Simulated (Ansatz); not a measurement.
# OH on W(100): change of the work function

Aim: the work function of W(100) at several coverages of OH (hollow site), and the dipole that each adsorbate carries.

Main program and level: Ansatz 0.2.0; plane-wave DFT, PBE, Ansatz PAW, in the first sound run; inputs show where later runs differ.

**1. Starting point**

The cell holds 5 atoms: 5 W. Its edges and angles: a = 3.160 Å, b = 3.160 Å, c = 24.320 Å, α = 90.0°, β = 90.0°, γ = 90.0°. Vacuum lies along c.

**2. The clean slab**

The bare slab comes first, as the zero from which every change is counted. The two lowest layers are held at bulk places and the upper ones relax. The dipole correction removes the false field that a one-sided slab makes across the periodic vacuum, so each face gets a flat vacuum level of its own.

Contents of input.yaml:

```yaml
crystal:
  lattice:
    - [3.16, 0.0, 0.0]
    - [0.0, 3.16, 0.0]
    - [0.0, 0.0, 24.32]
  atoms:
    - { symbol: W, position: [0.0, 0.0, 0.3700657895] }
    - { symbol: W, position: [0.5, 0.5, 0.4350328947] }
    - { symbol: W, position: [0.0, 0.0, 0.5] }
    - { symbol: W, position: [0.5, 0.5, 0.5649671053] }
    - { symbol: W, position: [0.0, 0.0, 0.6299342105] }
kpoints:
  mp_grid: { grid: [10, 10, 1] }
hamiltonian:
  xc: pbe
scf:
  occupations: { method: fermi_dirac, width: 0.1 }
  convergence: { dr2_threshold: 1.0e-08 }
efield:
  axis: 3
  dipole_correction: true
  ramp_position: 0.97
  ramp_width: 0.06
relax:
  f_tol: 0.02
  max_steps: 60
  constraints: [{ sites: [0, 1] }]
output:
  write_potential: true
  write_density: true
  volumetric_format: npy
```

The run is started by

```bash
$ ansatz run input.yaml --threads 4 --pin off --max-ram 12288MiB --backend cpu --events-out ev --progress --plain --runs-dir out
```

Numbers of over 12 decimals in the logs are rounded to 6 here.

Output:

```text
Engine: ansatz 0.2.0, aarch64-unknown-linux-gnu
Pseudopotentials: kind: paw
Pseudopotential: W, paw, valence charge 14, recommended cutoff 420 eV (normal), W.paw.azcp
Functional definition: PBE
  parameter kappa = 0.804
  parameter beta = 0.066725
  exchange = pbe_x(kappa = kappa, mu = beta*pi^2/3)
  correlation = pbe_c(beta = beta)
Crystal: 5 atoms, lattice volume = 242.850 Å³
Basis set: ecut = 420 eV, 4785 PW (Γ), exchange–correlation on 48×48×360 points (8 copies of the dense FFT grid, shifted against one another)
Bands: 42, of which v1, the nominal top of the filled ones, is band 35 counted from 1 (34 counted from 0)
Symmetry: 8 space group operations
k-points: 21 of 100
Non-local potential: W, projectors of the file, l = 0: 3, l = 1: 2, l = 2: 2, l = 3: 1
PAW form: soft (Blöchl's): semilocal exchange-correlation on the pseudo side does not see the compensation charge
PAW one-centre angular grid: W, 590 points (default); XC on 64 Gauss nodes
Initial density: superposition of atomic densities (neutral atoms: chi_scale 0, normalization atom), corrected by the library's trained network
Initial wavefunctions: pseudopotential atomic-orbital guess
Functional: x = pbe(κ = 0.804, μ = 0.219515), c = pbe(β = 0.066725)
SCF iter   1: F=—  HF=-51918.943698 eV  |F-HF|=—  |Δ(HF+E_count)|=         —  Δρ=5.77e-3  dr2=2.38e-1  ethr=1.77e-3  p=0.000 e·Å  D=6.81e-15 V/Å  ΔV_dip=-0.00 eV  dr2_dipole=4.80e-8  V_vac-E_F(+/−)=4.36/4.36 eV  ⟨swp⟩=8.6  Hψ=4224  notcnv=0
efield: sawtooth ramp at fractional position 0.9700 (set: `efield.ramp_position`, or a place that a band, a saddle search or an elastic batch's reference lends), width 0.0600; the density the first Hamiltonian is built on has a dipole p = 0.000 e·Å; the dipole correction subtracts the counter field D = 6.81e-15 V/Å, which shifts the + side's vacuum level by -0.00 eV against the − side's; the planar-averaged density in the ramp window peaks in size at 1.3e-5 e/Å³
preconditioner: auto → LDOS  [metal: Δε(μ)=0.051 eV  Ē_g=4.216 eV  σ=0.100 eV  W_gap=0.13  n_scr=44 (ndim 8)  ℏωp=13.1 eV  f_vac=0.578  D(μ)=6.66/eV (n_scr^D=44)  β→1.0]
SCF iter   2: F=—  HF=-51918.927677 eV  |F-HF|=—  |Δ(HF+E_count)|=   1.60e-2  Δρ=4.23e-3  dr2=9.92e-2  ethr=3.40e-4  p=-0.000 e·Å  D=-4.49e-6 V/Å  ΔV_dip=0.00 eV  dr2_dipole=1.54e-7  V_vac-E_F(+/−)=4.27/4.27 eV  ⟨swp⟩=2.3  Hψ=1521  notcnv=0
SCF iter   3: F=—  HF=-51918.917963 eV  |F-HF|=—  |Δ(HF+E_count)|=   9.71e-3  Δρ=1.05e-3  dr2=7.66e-3  ethr=1.42e-4  p=-0.000 e·Å  D=-1.75e-6 V/Å  ΔV_dip=0.00 eV  dr2_dipole=1.25e-8  V_vac-E_F(+/−)=4.27/4.27 eV  ⟨swp⟩=2.0  Hψ=1340  notcnv=0
SCF iter   4: F=—  HF=-51918.918182 eV  |F-HF|=—  |Δ(HF+E_count)|=   2.18e-4  Δρ=3.29e-4  dr2=3.65e-4  ethr=1.09e-5  p=-0.000 e·Å  D=-2.82e-8 V/Å  ΔV_dip=0.00 eV  dr2_dipole=3.84e-10  V_vac-E_F(+/−)=4.25/4.25 eV  ⟨swp⟩=2.4  Hψ=1204  notcnv=0
SCF iter   5: F=—  HF=-51918.918262 eV  |F-HF|=—  |Δ(HF+E_count)|=   8.08e-5  Δρ=1.30e-4  dr2=2.94e-5  ethr=5.22e-7  p=-0.000 e·Å  D=-2.97e-7 V/Å  ΔV_dip=0.00 eV  dr2_dipole=3.48e-10  V_vac-E_F(+/−)=4.24/4.24 eV  ⟨swp⟩=3.0  Hψ=1372  notcnv=0
SCF iter   6: F=—  HF=-51918.918296 eV  |F-HF|=—  |Δ(HF+E_count)|=   3.34e-5  Δρ=4.90e-5  dr2=6.88e-6  ethr=4.21e-8  p=-0.000 e·Å  D=-2.04e-8 V/Å  ΔV_dip=0.00 eV  dr2_dipole=2.81e-12  V_vac-E_F(+/−)=4.24/4.24 eV  ⟨swp⟩=2.8  Hψ=1605  notcnv=0
SCF iter   7: F=—  HF=-51918.918591 eV  |F-HF|=—  |Δ(HF+E_count)|=   2.95e-4  Δρ=1.24e-5  dr2=3.01e-7  ethr=9.83e-9  p=0.000 e·Å  D=5.29e-8 V/Å  ΔV_dip=-0.00 eV  dr2_dipole=5.86e-12  V_vac-E_F(+/−)=4.24/4.24 eV  ⟨swp⟩=2.6  Hψ=1584  notcnv=0
SCF iter   8: F=—  HF=-51918.918592 eV  |F-HF|=—  |Δ(HF+E_count)|=   1.14e-6  Δρ=3.04e-6  dr2=3.21e-8  ethr=4.30e-10  p=0.000 e·Å  D=4.85e-8 V/Å  ΔV_dip=-0.00 eV  dr2_dipole=3.49e-14  V_vac-E_F(+/−)=4.24/4.24 eV  ⟨swp⟩=3.0  Hψ=1722  notcnv=0
SCF iter   9: F=-51918.918592 eV  HF=-51918.918592 eV  |F-HF|=9.36e-9  |Δ(HF+E_count)|=   8.29e-8  Δρ=9.99e-7  dr2=7.32e-9  ethr=1.43e-11  p=0.000 e·Å  D=6.39e-9 V/Å  ΔV_dip=-0.00 eV  dr2_dipole=2.63e-12  V_vac-E_F(+/−)=4.24/4.24 eV  ⟨swp⟩=11.3  Hψ=6762  notcnv=0
SCF 1 converged in 9 iterations: F = -51918.918592 eV  dr2 = 7.32e-9
  greatest PAW one-centre occupation: 1.000 electrons in one spin orbital (limit 2), on the W atom at site 4 (counted from 0), in its partial waves of l = 0
relax step   1: F+E_penalty+E_count = -51918.91859229 eV  Δ(F+E_penalty+E_count) = +0.000e0 eV  max|allowed force component| = 1.639e0 eV/Å  Δτ_max = 0.0000 Å  (9 SCF iters, accepted)
Initial density: handed on by an earlier stage of this run
Initial wavefunctions: those handed on with the density
SCF iter   1: F=—  HF=-51918.879997 eV  |F-HF|=—  |Δ(HF+E_count)|=         —  Δρ=1.51e-2  dr2=5.56e0  ethr=3.10e-3  p=-0.000 e·Å  D=-1.18e-7 V/Å  ΔV_dip=0.00 eV  dr2_dipole=1.66e0  V_vac-E_F(+/−)=4.29/4.29 eV  ⟨swp⟩=6.5  Hψ=2745  notcnv=0
efield: sawtooth ramp at fractional position 0.9700 (set: `efield.ramp_position`, or a place that a band, a saddle search or an elastic batch's reference lends), width 0.0600; the density the first Hamiltonian is built on has a dipole p = -0.000 e·Å; the dipole correction subtracts the counter field D = -1.18e-7 V/Å, which shifts the + side's vacuum level by +0.00 eV against the − side's; the planar-averaged density in the ramp window peaks in size at 1.6e-6 e/Å³
preconditioner: auto → LDOS  [metal: Δε(μ)=0.005 eV  Ē_g=4.376 eV  σ=0.100 eV  W_gap=0.01  n_scr=44 (ndim 8)  ℏωp=13.1 eV  f_vac=0.587  D(μ)=5.22/eV (n_scr^D=14)  β→1.0]
SCF iter   2: F=—  HF=-51918.741159 eV  |F-HF|=—  |Δ(HF+E_count)|=   1.39e-1  Δρ=5.15e-3  dr2=4.53e-1  ethr=3.10e-3  p=0.010 e·Å  D=7.19e-3 V/Å  ΔV_dip=-0.17 eV  dr2_dipole=4.88e-2  V_vac-E_F(+/−)=4.03/4.20 eV  ⟨swp⟩=2.5  Hψ=1370  notcnv=0
SCF iter   3: F=—  HF=-51918.718245 eV  |F-HF|=—  |Δ(HF+E_count)|=   2.29e-2  Δρ=2.20e-3  dr2=7.77e-2  ethr=6.46e-4  p=0.001 e·Å  D=8.05e-4 V/Å  ΔV_dip=-0.02 eV  dr2_dipole=3.64e-3  V_vac-E_F(+/−)=4.21/4.23 eV  ⟨swp⟩=2.6  Hψ=1355  notcnv=0
SCF iter   4: F=—  HF=-51918.711395 eV  |F-HF|=—  |Δ(HF+E_count)|=   6.85e-3  Δρ=4.65e-4  dr2=2.81e-3  ethr=1.11e-4  p=0.004 e·Å  D=2.81e-3 V/Å  ΔV_dip=-0.07 eV  dr2_dipole=7.59e-4  V_vac-E_F(+/−)=4.16/4.23 eV  ⟨swp⟩=2.4  Hψ=1325  notcnv=0
SCF iter   5: F=—  HF=-51918.711062 eV  |F-HF|=—  |Δ(HF+E_count)|=   3.34e-4  Δρ=1.40e-4  dr2=1.27e-4  ethr=4.02e-6  p=0.004 e·Å  D=2.99e-3 V/Å  ΔV_dip=-0.07 eV  dr2_dipole=1.78e-6  V_vac-E_F(+/−)=4.16/4.23 eV  ⟨swp⟩=2.5  Hψ=1445  notcnv=0
[...]
SCF iter   5: F=—  HF=-51919.038291 eV  |F-HF|=—  |Δ(HF+E_count)|=   1.21e-4  Δρ=1.03e-4  dr2=4.71e-5  ethr=3.83e-6  p=0.006 e·Å  D=4.72e-3 V/Å  ΔV_dip=-0.11 eV  dr2_dipole=1.69e-6  V_vac-E_F(+/−)=4.14/4.25 eV  ⟨swp⟩=2.1  Hψ=1332  notcnv=0
SCF iter   6: F=—  HF=-51919.038293 eV  |F-HF|=—  |Δ(HF+E_count)|=   1.57e-6  Δρ=3.72e-5  dr2=7.12e-6  ethr=6.73e-8  p=0.006 e·Å  D=4.64e-3 V/Å  ΔV_dip=-0.11 eV  dr2_dipole=2.85e-7  V_vac-E_F(+/−)=4.14/4.25 eV  ⟨swp⟩=2.9  Hψ=1694  notcnv=0
SCF iter   7: F=—  HF=-51919.038588 eV  |F-HF|=—  |Δ(HF+E_count)|=   2.96e-4  Δρ=1.66e-5  dr2=1.81e-6  ethr=1.02e-8  p=0.006 e·Å  D=4.57e-3 V/Å  ΔV_dip=-0.11 eV  dr2_dipole=1.37e-7  V_vac-E_F(+/−)=4.14/4.25 eV  ⟨swp⟩=2.2  Hψ=1214  notcnv=0
SCF iter   8: F=—  HF=-51919.038589 eV  |F-HF|=—  |Δ(HF+E_count)|=   2.16e-7  Δρ=4.09e-6  dr2=4.58e-8  ethr=2.59e-9  p=0.006 e·Å  D=4.55e-3 V/Å  ΔV_dip=-0.11 eV  dr2_dipole=3.86e-10  V_vac-E_F(+/−)=4.14/4.25 eV  ⟨swp⟩=2.0  Hψ=1163  notcnv=0
SCF iter   9: F=—  HF=-51919.038589 eV  |F-HF|=—  |Δ(HF+E_count)|=   8.69e-8  Δρ=1.79e-6  dr2=1.89e-8  ethr=1.43e-11  p=0.006 e·Å  D=4.55e-3 V/Å  ΔV_dip=-0.11 eV  dr2_dipole=9.83e-10  V_vac-E_F(+/−)=4.14/4.25 eV  ⟨swp⟩=12.2  Hψ=7250  notcnv=0
SCF iter  10: F=-51919.038589 eV  HF=-51919.038589 eV  |F-HF|=4.23e-9  |Δ(HF+E_count)|=   1.30e-8  Δρ=5.99e-7  dr2=1.70e-9  ethr=1.43e-11  p=0.006 e·Å  D=4.55e-3 V/Å  ΔV_dip=-0.11 eV  dr2_dipole=1.00e-10  V_vac-E_F(+/−)=4.14/4.25 eV  ⟨swp⟩=10.8  Hψ=6273  notcnv=0
SCF 3 converged in 10 iterations: F = -51919.038589 eV  dr2 = 1.70e-9
  greatest PAW one-centre occupation: 1.000 electrons in one spin orbital (limit 2), on the W atom at site 0 (counted from 0), in its partial waves of l = 0
relax step   3: F+E_penalty+E_count = -51919.03858875 eV  Δ(F+E_penalty+E_count) = -1.200e-1 eV  max|allowed force component| = 1.109e-1 eV/Å  Δτ_max = 0.0949 Å  (10 SCF iters, accepted)
SCF iter   1: F=—  HF=-51919.039369 eV  |F-HF|=—  |Δ(HF+E_count)|=         —  Δρ=7.19e-4  dr2=1.77e-2  ethr=2.06e-4  p=0.006 e·Å  D=4.55e-3 V/Å  ΔV_dip=-0.11 eV  dr2_dipole=6.02e-3  V_vac-E_F(+/−)=4.13/4.25 eV  ⟨swp⟩=1.9  Hψ=1348  notcnv=0
efield: sawtooth ramp at fractional position 0.9700 (set: `efield.ramp_position`, or a place that a band, a saddle search or an elastic batch's reference lends), width 0.0600; the density the first Hamiltonian is built on has a dipole p = 0.006 e·Å; the dipole correction subtracts the counter field D = 4.55e-3 V/Å, which shifts the + side's vacuum level by -0.11 eV against the − side's; the planar-averaged density in the ramp window peaks in size at 2.0e-6 e/Å³
preconditioner: auto → LDOS  [metal: Δε(μ)=0.027 eV  Ē_g=4.265 eV  σ=0.100 eV  W_gap=0.07  n_scr=44 (ndim 8)  ℏωp=13.1 eV  f_vac=0.582  D(μ)=6.19/eV (n_scr^D=44)  β→1.0]
SCF iter   2: F=—  HF=-51919.039121 eV  |F-HF|=—  |Δ(HF+E_count)|=   2.48e-4  Δρ=1.91e-4  dr2=2.85e-4  ethr=2.53e-5  p=0.006 e·Å  D=4.61e-3 V/Å  ΔV_dip=-0.11 eV  dr2_dipole=1.17e-5  V_vac-E_F(+/−)=4.14/4.25 eV  ⟨swp⟩=1.2  Hψ=1060  notcnv=0
SCF iter   3: F=—  HF=-51919.039084 eV  |F-HF|=—  |Δ(HF+E_count)|=   3.65e-5  Δρ=1.47e-4  dr2=2.39e-4  ethr=4.07e-7  p=0.006 e·Å  D=4.64e-3 V/Å  ΔV_dip=-0.11 eV  dr2_dipole=1.45e-6  V_vac-E_F(+/−)=4.14/4.25 eV  ⟨swp⟩=3.4  Hψ=1818  notcnv=0
SCF iter   4: F=—  HF=-51919.039064 eV  |F-HF|=—  |Δ(HF+E_count)|=   2.00e-5  Δρ=1.73e-5  dr2=1.82e-6  ethr=3.42e-7  p=0.006 e·Å  D=4.58e-3 V/Å  ΔV_dip=-0.11 eV  dr2_dipole=6.73e-8  V_vac-E_F(+/−)=4.14/4.25 eV  ⟨swp⟩=2.0  Hψ=1140  notcnv=0
SCF iter   5: F=—  HF=-51919.039341 eV  |F-HF|=—  |Δ(HF+E_count)|=   2.76e-4  Δρ=5.75e-6  dr2=1.23e-7  ethr=2.59e-9  p=0.006 e·Å  D=4.55e-3 V/Å  ΔV_dip=-0.11 eV  dr2_dipole=8.20e-9  V_vac-E_F(+/−)=4.14/4.25 eV  ⟨swp⟩=3.0  Hψ=1642  notcnv=0
SCF iter   6: F=—  HF=-51919.039341 eV  |F-HF|=—  |Δ(HF+E_count)|=   2.08e-7  Δρ=2.11e-6  dr2=5.19e-8  ethr=1.43e-11  p=0.006 e·Å  D=4.52e-3 V/Å  ΔV_dip=-0.11 eV  dr2_dipole=1.63e-8  V_vac-E_F(+/−)=4.14/4.25 eV  ⟨swp⟩=12.2  Hψ=7432  notcnv=0
SCF iter   7: F=-51919.039341 eV  HF=-51919.039341 eV  |F-HF|=8.86e-9  |Δ(HF+E_count)|=   6.29e-9  Δρ=8.71e-7  dr2=3.26e-9  ethr=1.43e-11  p=0.006 e·Å  D=4.51e-3 V/Å  ΔV_dip=-0.11 eV  dr2_dipole=1.77e-10  V_vac-E_F(+/−)=4.14/4.25 eV  ⟨swp⟩=9.3  Hψ=6768  notcnv=0
SCF 4 converged in 7 iterations: F = -51919.039341 eV  dr2 = 3.26e-9
relax step   4: F+E_penalty+E_count = -51919.03934085 eV  Δ(F+E_penalty+E_count) = -7.521e-4 eV  max|allowed force component| = 1.137e-2 eV/Å  Δτ_max = 0.0081 Å  (7 SCF iters, accepted)
NSCF: frozen V_eff on 21 k-points
the band table was solved once a step of the walk had ended and its energy, with any forces and stress, was formed, with the checks that follow a solve (4289 applications of the Hamiltonian). They found nothing against the state; the energy, forces and stress were not computed again (output.eigenvalues in the input reference)
WARN: The output density's exchange-correlation potential varies sharply where the density is thin. Do not read a vacuum level from v_tot or v_xc, or from such a field of the output density. On a cell that repeats whose density bears no net charge and no dipole along the vacuum's axis use v_es (v_loc + v_h of the components); under efield.dipole_correction with no amplitude use v_es + v_field, which holds any externa [...]
SCF converged after 7 iterations
Free energy (F): -51919.039341 eV
Harris-Foulkes:  -51919.039341 eV  (|F-HF|=8.86e-9)
Internal energy: -51918.842746 eV  (E = F + TS)
E sigma→0 (E₀):  -51918.941043 eV
Entropy (-TS):   -0.196595 eV (-39.319 meV/atom)
Fermi energy:    4.620243 eV
Dipole field:    D = 0.004493 V/Å  (p = 0.006030 e·Å, saw-weighted, corrected)
Work function:   Φ+ = 4.1402 eV   Φ− = 4.2494 eV
Levels:          The Fermi level and band energies are counted from a zero that moves with the ramp; work functions are not
--- Per-component energies (eV) ---
  E_band       = -1645.525445
  E_kinetic    = 2239.554233
  E_local      = -86120.570797  (includes V_loc(G=0)·N_el)
  E_nonlocal   = 8.038723
  E_hartree    = 42018.601418
  E_xc         = -1327.547464
  E_vxc        = -1184.523890  (∫ρ·V_xc dr)
  E_paw        = -42812.973405  (= ΣΔE_a)
  E_vpaw       = -625.236123  (= ΣTr[D̂ρ^β])
  E_aug_tail   = -0.000292  (compensation charges beyond the density's cutoff)
  E_efield     = 0.000014  (sawtooth field / dipole correction)
  E_vefield    = 0.002352  (∫n·V_field dr)
  E_ewald      = 34076.054825
  E_smearing   = -0.196595  (= −TS)
  E_closure    = 0.000000  (closes the sum)
  Σ components = -51919.039341   (vs F -51919.039341, Δ=0.00e0)
--- Forces (eV/Å), atoms counted from 1 ---
  atom   1  W      0.00000000    -0.00000000     1.20959450
  atom   2  W     -0.00000000    -0.00000000    -1.22296267
  atom   3  W      0.00000000     0.00000000     0.00014571
  atom   4  W      0.00000000    -0.00000000     0.01137142
  atom   5  W      0.00000000    -0.00000000     0.00182161
  max |Σ_I F_I| component: 2.94e-5 eV/Å
--- Band table (eV; the first three rows and the last of 21) ---
  k-point 0: bands = [... 31 lower, 3.9705, 3.9705, 4.2691, 4.4037, 4.5664, 4.7148, 4.7280, 4.7280, ... 3 higher]
  k-point 1: bands = [... 31 lower, 3.9594, 4.0699, 4.0781, 4.2619, 4.4865, 4.7449, 5.3699, 5.3799, ... 3 higher]
  k-point 2: bands = [... 31 lower, 3.7211, 3.7457, 3.8845, 3.9815, 5.0012, 5.2755, 5.4385, 5.6903, ... 3 higher]
  k-point 20: bands = [... 31 lower, 3.6825, 3.6825, 6.3997, 6.3997, 6.4530, 6.5928, 7.0133, 7.0133, ... 3 higher]
--- Relaxed structure (4 steps of the walk, 3 accepted, 0 SCFs on fresh bases) ---
  F+E_penalty+E_count = -51919.03934085 eV   max|allowed force component| = 1.137e-2 eV/Å
  atoms:
    - { symbol: W, position: [0.0, 0.0, 0.3700657895] }
    - { symbol: W, position: [0.500000, 0.500000, 0.435033] }
    - { symbol: W, position: [-1.881749432183087e-19, 0, 0.499874] }
    - { symbol: W, position: [0.500000, 0.500000, 0.567443] }
    - { symbol: W, position: [-5.786327798059582e-18, 0, 0.626065] }
```

The job ended after 23 s (4 threads of Arm Neoverse V1, shared host; peak memory 0.62 GiB; 88 s of CPU time).

Relaxation path:

```
step  energy less that of the first step (eV)  largest force component (eV/Å)
   1                                   0.0000                          1.6387
   2                                   0.2072                          2.8808
   3                                  -0.1200                          0.1109
   4                                  -0.1207                          0.0114
```

Relaxation step 2 was tried and not accepted.

Forces are held to the 8 operations that the run works with; a distortion that breaks them can't arise in this run.

The atoms that moved most (Å):

```
atom     dx     dy      dz  length
  W5  0.000  0.000  -0.094   0.094
  W4  0.000  0.000   0.060   0.060
```

Final coordinates:

```xyz
5
Lattice="3.1600 0.0000 0.0000 0.0000 3.1600 0.0000 0.0000 0.0000 24.3200" Properties=species:S:1:pos:R:3
W     0.0000    0.0000    9.0000
W     1.5800    1.5800   10.5800
W     0.0000    0.0000   12.1569
W     1.5800    1.5800   13.8002
W     0.0000    0.0000   15.2259
```

This step gave:

| Item | Value |
| --- | --- |
| energy at zero smearing | -51918.9410 eV |
| work function, upper face | 4.140 eV |
| work function, lower face | 4.249 eV |
| dipole along the normal | 0.006030 e·Å |
| step between the vacuum levels | -0.1093 eV |

Running mean over 1.58 Å of the planar mean; the ramp of the sawtooth is left out. Electron's electrostatic potential energy less the Fermi level against z:

```
z (Å)  electron's electrostatic potential energy less the Fermi level (eV)
  3.0                                                                 4.25
  3.5                                                                 4.25
  4.0                                                                 4.25
  4.5                                                                 4.25
  5.0                                                                 4.24
  5.5                                                                 4.22
  6.0                                                                 4.16
  6.5                                                                 3.97
  7.0                                                                 3.41
  7.5                                                                 1.69
  8.0                                                                -2.57
  8.5                                                                -7.98
  9.0                                                                -11.3
  9.5                                                                -12.1
 10.0                                                                -12.3
 10.5                                                                -12.5
 11.0                                                                -12.7
 11.5                                                                -12.7
 12.0                                                                -12.6
 12.5                                                                -12.2
 13.0                                                                -12.0
 13.5                                                                -12.4
 14.0                                                                -13.4
 14.5                                                                -13.9
 15.0                                                                -13.0
 15.5                                                                -10.1
 16.0                                                                -5.09
 16.5                                                               0.0723
 17.0                                                                 2.80
 17.5                                                                 3.69
 18.0                                                                 3.99
 18.5                                                                 4.09
 19.0                                                                 4.12
 19.5                                                                 4.13
 20.0                                                                 4.14
 20.5                                                                 4.14
 21.0                                                                 4.14
```

The relaxation took 4 steps and lowered the energy by 0.12 eV; the largest force on the free atoms ends at 0.011 eV/Å.

The work function of the upper face is 4.14 eV.

(Part 1 of 5 ends here.)

[Logs are printed without paths, hosts, clocks, repeated set-up lines and the standing remarks that a program may print on its own settings, such as how far it seeks lower states.]

[Hosts, paths, dates, database ids (printed as entryN), source tags and the programs' standing remarks are cut or masked in the printed files.]

[Maps of the electrostatic potential energy from Ansatz leave out the sawtooth potential of an applied field or a dipole correction, so their vacuum need not be flat; planar profiles and work functions include it.]
